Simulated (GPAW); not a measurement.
**How the form of the self-energy moves the gap of TiO2 (Anatase)**

How much does the gap of TiO2 (Anatase) depend on the approximation to the self-energy?

Method: LDA and many-body steps on it, plane waves, in GPAW 26.7.0.

**What was measured.**

- Gap 3.45 eV: optical bandgap, film annealed at 520 °C; spectroscopic ellipsometry; film (polycrystalline sol-gel film on Si(100), annealed 3 h at 520 °C) (“Photocatalytic Performance of Sol-Gel Prepared TiO2 Thin Films Annealed at Various Temperatures”, 2023, pmc:10419699).

- Gap 3.261 eV: indirect optical gap from reflection cut-off wavelength, 143 nm particles (bulk-like); UV-VIS-NIR reflection spectroscopy; 300 K; powder (commercial powder, mean particle diameter 143 nm, hand pressed) (“Part I: determination of a structure/property transformation mechanism responsible for changes in the point of zero change of anatase titania with decreasing particle size”, 2024, pmc:11477903).

- Gap 3.98 eV: direct quasiparticle gap around Gamma; experiment quoted from earlier work; bulk crystal (anatase, value from earlier experiment) (quoted in “Giant exciton Mott density in anatase TiO2”, 2020, arxiv:2007.10051).

- Gap 3.18 ± 0.03 eV: direct optical gap from Kubelka-Munk plot; UV-Vis diffuse reflectance; 300 K; powder (“Effect of Ethylene Glycol: Citric Acid Molar Ratio and pH on the Morphology, Vibrational, Optical and Electronic Properties of TiO2 and CuO Powders Synthesized by Pechini Method”, 2022, pmc:9369947).

- Gap 3.17 eV: gap from valence band edge and flat band potential; valence-band XPS and Mott-Schottky plots; film (“Enhancement of Titania Photoanode Performance by Sandwiching Copper between Two Titania Layers”, 2020, pmc:7579609).

This is a selection; 13 further reports are not listed.

### 1. Starting point

The structure is tetragonal, space group I4_1/amd (No. 141). Conventional cell: a = 3.784 Å, b = 3.784 Å, c = 9.515 Å, α = 90.00°, β = 90.00°, γ = 90.00°. Ti has 6 O at 1.93 to 1.98 Å nearest. Nearest to O lie 3 Ti at 1.93 to 1.98 Å. Farther neighbours and most contacts between anions are not listed.

As a file:

```cif
data_structure
_symmetry_space_group_name_H-M 'I4_1/amd:1'
_symmetry_Int_Tables_number 141
_cell_length_a 3.7842
_cell_length_b 3.7842
_cell_length_c 9.5146
_cell_angle_alpha 90.000
_cell_angle_beta 90.000
_cell_angle_gamma 90.000
_cell_volume 136.25
loop_
_atom_site_label
_atom_site_type_symbol
_atom_site_symmetry_multiplicity
_atom_site_Wyckoff_symbol
_atom_site_fract_x
_atom_site_fract_y
_atom_site_fract_z
_atom_site_occupancy
Ti1 Ti 4 a 0.00000 0.00000 0.00000 1
O1 O 8 e 0.00000 0.00000 0.20810 1
```

The cell and positions come from the Crystallography Open Database and are kept as given unless a step says otherwise.

### 2. Empty states on the mesh, 6×6×6 mesh, 239 bands

This step: GPAW 26.7.0; DFT, LDA, plane waves, PAW.

The sums over transitions need many empty states on a uniform mesh; this step solves for them.

run.py

```python
import json
import numpy as np
from gpaw.mpi import world
from gpaw import GPAW

calc = GPAW('gs.gpw').fixed_density(kpts={'size': (6, 6, 6), 'gamma': True},
    parallel={'domain': 1, 'band': 1},
    txt='nscf.txt')
calc.diagonalize_full_hamiltonian(nbands=239)
calc.write('full.gpw', mode='all')
res = {}
kpts = calc.get_ibz_k_points()
res['kpts'] = kpts
res['eigenvalues'] = [calc.get_eigenvalues(kpt=k) for k in range(len(kpts))]
res['n_electrons'] = calc.get_number_of_electrons()

if world.rank == 0:
    with open('result.json', 'w') as f:
        json.dump(res, f, default=lambda x: x.tolist())
```

On the command line:

```sh
$ mpirun -n 8 gpaw python run.py
```

Numbers of over 12 decimals in the logs are rounded to 6 here.

Log:

```text
Diagonalizing LCAO Hamiltonian
Converting LCAO to pw mode
convergence criteria:
- Maximum integral of absolute [eigenst]ate change: 4e-08 eV^2 / valence electron
maximum number of iterations: 100

SCF iterations
|iter     |     time |      energy | eigst |  dens |
|iter:   1|  |             | +0.21 |       |
|iter:   2|  |             | -1.70 |       |
|iter:   3|  |             | -2.86 |       |
[...]
|iter:   8|  |             | -6.94 |       |
|iter:   9|  |             | -7.31 |       |
|iter:  10|  |             | -7.63c|       |
SCF steps: 10
  __  _  _
 | _ |_)|_||  |
 |__||  | ||/\| - 26.7.0

Input parameters:
  mode=PW(ecut=600.0),
  convergence={'density': 1e-06, 'bands': -3},
  gpts=array([32, 32, 32]),
  kpts=MonkhorstPack(size=(6, 6, 6), gamma=True),
  maxiter=100,
  nbands=33,
  occupations=Occupations(name='fermi-dirac', width=0.001, fixmagmom=False),
  parallel={'domain': 1, 'band': 1},
  xc=XC(name='LDA')
Matrix size: 2299x2299
# Writing to full.gpw (mode='all')
  [... matrices ...]

timing:  # [seconds]
  Total: 47.846  # ━━━━━━━━━━━━━━━━━━━━━━━━━━━━━━━━━━━━━━━━━━━━━━━━━━━━━━━━━━
```

Run time: 57 s. Hardware: 8 MPI ranks of Arm Neoverse V2, shared host; peak memory 5.3 GiB.

Numbers from this step:

* gap: 2.069 eV
* k of the valence top: 0.5, 0.5, 0
* k of the conduction bottom: 0, 0, 0
* least direct gap: 2.388 eV
* k points computed: 30
* lowest point of the top converged band, above the valence top: 113.9824 eV

On this mesh the gap is 2.069 eV.

### 3. G0W0, Godby-Needs plasmon pole

Now the one-shot GW correction: screening in the RPA, then the self-energy of the levels asked for.

This step: G0W0 on LDA, plane waves, PAW.

run.py

```python
import json
import numpy as np
from gpaw.mpi import world
from gpaw.response.g0w0 import G0W0

gw = G0W0('full.gpw',
    filename='gw',
    kpts=[0, 14, 26],
    bands=(22, 26),
    ecut=78,
    nbands=106,
    integrate_gamma='WS',
    ppa=True)
gw.calculate()
res = {mode: {k: v for k, v in r.items() if k != 'sigma_eskwn'}
       for mode, r in gw.all_results.items()}

if world.rank == 0:
    with open('result.json', 'w') as f:
        json.dump(res, f, default=lambda x: x.tolist())
```

On the command line:

```sh
$ mpirun -n 8 gpaw python run.py
```

Log:

```text
Using integrator: PointIntegrator
FrequencyGridDescriptor(from 0.000+0.000j to 0.000+27.211j eV, 2 points)
Nonperiodic BCs:  [False False False]
Using integrator: PointIntegrator
FrequencyGridDescriptor(from 0.000+0.000j to 0.000+27.211j eV, 2 points)
Nonperiodic BCs:  [False False False]
  ___  _ _ _
 |   || | | |
 | | || | | |
 |__ ||_____|
 |___|

BZ k-points: Symmetries present (total): 8

  [... matrices ...]
216 k-points: 6 x 6 x 6 Monkhorst-Pack grid + [1/12,1/12,1/12]
30 k-points in the irreducible part of the Brillouin zone
       k-points in crystal coordinates                weights
   0:     0.00000000    0.00000000    0.00000000          1/216
   1:     0.16666667   -0.16666667    0.00000000          4/216
   2:     0.16666667   -0.16666667    0.16666667          4/216
   3:     0.16666667    0.00000000    0.00000000          8/216
   4:     0.16666667    0.16666667   -0.16666667          2/216
   5:     0.33333333   -0.33333333    0.00000000          4/216
   6:     0.33333333   -0.33333333    0.16666667          8/216
   7:     0.33333333   -0.33333333    0.33333333          4/216
   8:     0.33333333   -0.16666667    0.00000000         16/216
   9:     0.33333333   -0.16666667    0.16666667          8/216
          ...
  29:     0.50000000    0.50000000    0.50000000          1/216

Distributing spins, k-points and bands (1 x 3 x 4) over 8 processes
Number of blocks: 1

Quasi particle states:
k-points (IBZ indices): [0, 14, 26]
Band range: (22, 26)
  [... matrices ...]
Computational parameters:
Plane wave cut-off: 78 eV
Number of bands: 106
Coulomb cutoff: None
Broadening: 0.1 eV

fxc modes: GW
Kernel: RPA
Using Godby-Needs plasmon-pole approximation:
  Fitting energy: i*E0, E0 = 1.000 Hartree
Summing all q:

Calculating screened Coulomb potential
No Coulomb truncation
FrequencyGridDescriptor(from 0.000+0.000j to 0.000+27.211j eV, 2 points)
Removing empty qpoint cache files...

Calculating chi0 body with:
    Ground state adapter containing:
    Number of spins: 1
    Number of kpoints: 216
    Number of irreducible kpoints: 30
    Number of completely occupied states: 24
    Number of partially occupied states: 24
    Occupied states memory: 12.0 M / cpu

    Linear response parametrization:
    q_c: [1.3877787807814457e-17, 1.3877787807814457e-17, 1.3877787807814457e-17]
    Number of frequency points: 2
    Planewave cutoff: 78.0
    Number of bands: 106
    Number of planewaves: 103
    Broadening (eta): 1e-06
    comm.size: 8
    kncomm.size: 8
    blockcomm.size: 1

    Memory estimate of potentially large arrays:
        chi0_wGG: 0.323761 M / cpu
Integrating chi0 body.

Symmetries of q_c:
    Direct symmetries (Uq -> q): 8
    Indirect symmetries (TUq -> q): 8
In total 16 allowed symmetries.

  [... matrices ...]
30 groups of equivalent kpoints. 86.111111% reduction.

Integral kind: response function
Integrating chi0 head and wings.

Symmetries of q_c:
    Direct symmetries (Uq -> q): 8
    Indirect symmetries (TUq -> q): 8
In total 16 allowed symmetries.

  [... matrices ...]
30 groups of equivalent kpoints. 86.111111% reduction.

Integral kind: response function wings

Calculating chi0 body with:
    Ground state adapter containing:
    Number of spins: 1
    Number of kpoints: 216
    Number of irreducible kpoints: 30
    Number of completely occupied states: 24
    Number of partially occupied states: 24
[... the further q-points ...]

Results:
f:      Occupation numbers
eps:     KS-eigenvalues [eV]
vxc:     KS vxc [eV]
exx:     Exact exchange [eV]
sigma:   Self-energies [eV]
dsigma:  Self-energy derivatives
Z:       Renormalization factors
qp:      QP-energies [eV]

k-point 0 (0): (0.000, 0.000, 0.000)                GW
band       f     eps     vxc     exx   sigma  dsigma       Z      qp
                                                                   GW
  22   1.000   3.269 -20.473 -25.149   4.880  -0.323   0.756   3.423
  23   1.000   3.269 -20.473 -25.149   4.880  -0.323   0.756   3.423
  24   0.000   5.783 -21.088 -13.060  -5.293  -0.287   0.777   7.908
  25   0.000   6.555 -22.466 -13.432  -6.007  -0.311   0.763   8.863

k-point 1 (14): (0.333, 0.333, -0.333)                GW
band       f     eps     vxc     exx   sigma  dsigma       Z      qp
                                                                   GW
  22   1.000   3.578 -21.465 -25.938   4.801  -0.316   0.760   3.827
  23   1.000   3.578 -21.465 -25.938   4.801  -0.316   0.760   3.827
[...]
k-point 2 (26): (0.500, 0.500, 0.000)                GW
band       f     eps     vxc     exx   sigma  dsigma       Z      qp
                                                                   GW
[...]
23   1.000   3.714 -21.090 -25.671   4.881  -0.320   0.757   3.941
  24   0.000   7.063 -23.044 -13.873  -6.086  -0.323   0.756   9.395
  25   0.000   7.063 -23.044 -13.873  -6.086  -0.323   0.756   9.395
```

Wall time 5.7 min (8 MPI ranks); peak memory 5.5 GiB.

Numbers from this step:

```yaml
g0w0_gap_on_the_points_computed: 3.967 eV
least_direct_g0w0_gap_on_the_computed_points: 4.308 eV
z_at_the_valence_top: 0.7574
z_at_the_conduction_bottom: 0.7769
starting_gap_on_the_mesh: 2.069 eV
k_of_the_valence_top: 0.5, 0.5, 0
k_of_the_conduction_bottom: 0, 0, 0
```

The gap on the mesh goes from 2.07 eV to 3.97 eV, a correction of +1.90 eV.

### 4. One-shot HSE06

This step: one-shot HSE06 levels on LDA orbitals, plane waves, PAW.

run.py

```python
import json
import numpy as np
from gpaw.mpi import world
from gpaw.hybrids.eigenvalues import non_self_consistent_eigenvalues

dft, vxc, vxc_hyb = non_self_consistent_eigenvalues('full.gpw', 'HSE06', 22, 26, kpt_indices=[0, 14, 26])
res = {'dft': dft[0], 'hybrid': (dft - vxc + vxc_hyb)[0]}
if world.rank == 0:
    with open('hybrid.txt', 'w') as f:
        for k, e0, e1 in zip([0, 14, 26], res['dft'], res['hybrid']):
            print(k, ' '.join(f'{x:9.4f}' for x in e0), '|', ' '.join(f'{x:9.4f}' for x in e1), file=f)

if world.rank == 0:
    with open('result.json', 'w') as f:
        json.dump(res, f, default=lambda x: x.tolist())
```

On the command line:

```sh
$ mpirun -n 8 gpaw python run.py
```

Log:

```text
IBZ(<points: 30, symmetries: 8>)
Occupied bands: 24
Transforming wave functions from IBZ to BZ: 0.085 seconds
Distributing wave functions and iFFT-ing to real space: 0.633 seconds
Calculating eigenvalues:
  k-points: 3
  Bands: 22-25 (inclusive)
  Seconds: 4.589 (wave-function broadcasting: 0.014 seconds)
HSE06-eigenvalue shifts:
  min: -1.035 eV
  ave: 0.359 eV
  max: 1.810 eV
```

The job ended after 7.9 s (8 MPI ranks; peak memory 4.4 GiB; 62 s of CPU time).

Numbers from this step:

- starting gap on the mesh: 2.069 eV
- hybrid gap on the mesh: 4.675 eV
- least direct hybrid gap on the computed points: 5.030 eV

### 5. G0W0, extrapolated in the cutoff

This step: G0W0 on LDA, plane waves, PAW.

run.py

```python
import json
import numpy as np
from gpaw.mpi import world
from gpaw.response.g0w0 import G0W0

gw = G0W0('full.gpw',
    filename='gw',
    kpts=[0, 14, 26],
    bands=(22, 26),
    ecut=130.0,
    integrate_gamma='WS',
    ppa=True,
    ecut_extrapolation=True)
gw.calculate()
res = {mode: {k: v for k, v in r.items() if k != 'sigma_eskwn'}
       for mode, r in gw.all_results.items()}

if world.rank == 0:
    with open('result.json', 'w') as f:
        json.dump(res, f, default=lambda x: x.tolist())
```

On the command line:

```sh
$ mpirun -n 8 gpaw python run.py
```

Log:

```text
Using integrator: PointIntegrator
FrequencyGridDescriptor(from 0.000+0.000j to 0.000+27.211j eV, 2 points)
Nonperiodic BCs:  [False False False]
Using integrator: PointIntegrator
FrequencyGridDescriptor(from 0.000+0.000j to 0.000+27.211j eV, 2 points)
Nonperiodic BCs:  [False False False]
  ___  _ _ _
 |   || | | |
 | | || | | |
 |__ ||_____|
 |___|

BZ k-points: Symmetries present (total): 8

  [... matrices ...]
216 k-points: 6 x 6 x 6 Monkhorst-Pack grid + [1/12,1/12,1/12]
30 k-points in the irreducible part of the Brillouin zone
       k-points in crystal coordinates                weights
   0:     0.00000000    0.00000000    0.00000000          1/216
   1:     0.16666667   -0.16666667    0.00000000          4/216
   2:     0.16666667   -0.16666667    0.16666667          4/216
[...]
9:     0.33333333   -0.16666667    0.16666667          8/216
          ...
  29:     0.50000000    0.50000000    0.50000000          1/216

Distributing spins, k-points and bands (1 x 3 x 4) over 8 processes
Number of blocks: 1

Quasi particle states:
k-points (IBZ indices): [0, 14, 26]
Band range: (22, 26)
  [... matrices ...]
Computational parameters:
Extrapolating to infinite plane wave cut-off using points at:
  112.031 eV
  120.183 eV
  130.000 eV
Number of bands: 229
Coulomb cutoff: None
Broadening: 0.1 eV

fxc modes: GW
Kernel: RPA
Using Godby-Needs plasmon-pole approximation:
  Fitting energy: i*E0, E0 = 1.000 Hartree
Summing all q:

Calculating screened Coulomb potential
No Coulomb truncation
FrequencyGridDescriptor(from 0.000+0.000j to 0.000+27.211j eV, 2 points)
Removing empty qpoint cache files...

Calculating chi0 body with:
    Ground state adapter containing:
    Number of spins: 1
    Number of kpoints: 216
    Number of irreducible kpoints: 30
[...]
In total 16 allowed symmetries.

  [... matrices ...]
30 groups of equivalent kpoints. 86.111111% reduction.

Integral kind: response function
Integrating chi0 head and wings.

Symmetries of q_c:
    Direct symmetries (Uq -> q): 8
    Indirect symmetries (TUq -> q): 8
In total 16 allowed symmetries.

  [... matrices ...]
30 groups of equivalent kpoints. 86.111111% reduction.

Integral kind: response function wings

Calculating chi0 body with:
    Ground state adapter containing:
    Number of spins: 1
    Number of kpoints: 216
    Number of irreducible kpoints: 30
    Number of completely occupied states: 24
    Number of partially occupied states: 24
[... the further q-points ...]
Extrapolating selfenergy to infinite energy cutoff:
  Performing linear fit to 3 points
  Warning: Bad quality of linear fit for some (n,k).
           Higher cutoff might be necessary.
  Minimum R^2 = 0.6149. (R^2 Should be close to 1)
  [... matrices ...]
Results:
f:      Occupation numbers
eps:     KS-eigenvalues [eV]
vxc:     KS vxc [eV]
exx:     Exact exchange [eV]
sigma:   Self-energies [eV]
dsigma:  Self-energy derivatives
Z:       Renormalization factors
qp:      QP-energies [eV]

k-point 0 (0): (0.000, 0.000, 0.000)                GW
band       f     eps     vxc     exx   sigma  dsigma       Z      qp
                                                                   GW
  22   1.000   3.269 -20.473 -25.149   4.184  -0.342   0.745   2.902
  23   1.000   3.269 -20.473 -25.149   4.184  -0.342   0.745   2.902
  24   0.000   5.783 -21.088 -13.060  -5.752  -0.295   0.772   7.540
[...]
k-point 1 (14): (0.333, 0.333, -0.333)                GW
band       f     eps     vxc     exx   sigma  dsigma       Z      qp
                                                                   GW
[...]
k-point 2 (26): (0.500, 0.500, 0.000)                GW
band       f     eps     vxc     exx   sigma  dsigma       Z      qp
                                                                   GW
[...]
24   0.000   7.063 -23.044 -13.873  -6.594  -0.331   0.751   8.999
  25   0.000   7.063 -23.044 -13.873  -6.594  -0.331   0.751   8.999
```

It took 22 min on 8 MPI ranks; peak memory 5.5 GiB.

This step gave:

```yaml
quasiparticle_gap_on_the_points_computed: 4.158 eV
least_direct_quasiparticle_gap_on_the_computed_points: 4.514 eV
z_at_the_valence_top: 0.7474
z_at_the_conduction_bottom: 0.7721
starting_gap_on_the_mesh: 2.069 eV
k_of_the_valence_top: 0.5, 0.5, 0
k_of_the_conduction_bottom: 0, 0, 0
gaps_at_the_cutoffs_of_the_extrapolation: 3.976, 3.993, 4.013 eV
```

Against G0W0 in GPAW (6×6×6 mesh, 106 bands, screening to 78 eV, Godby-Needs plasmon pole), the gap moves by +0.191 eV.

(Part 1 of 2 ends here.)

[Paths, hosts, dates, memory and timing lines, banners, echoed tables and standing remarks are left out of the program output.]

[Logs are printed without paths, hosts, clocks, repeated set-up lines and the standing remarks that a program may print on its own settings, such as how far it seeks lower states.]

[Runs of the session that timed out or met a known fault of the program may be left out.]

[Hosts, paths, dates, database ids (printed as entryN), source tags and the programs' standing remarks are cut or masked in the printed files.]
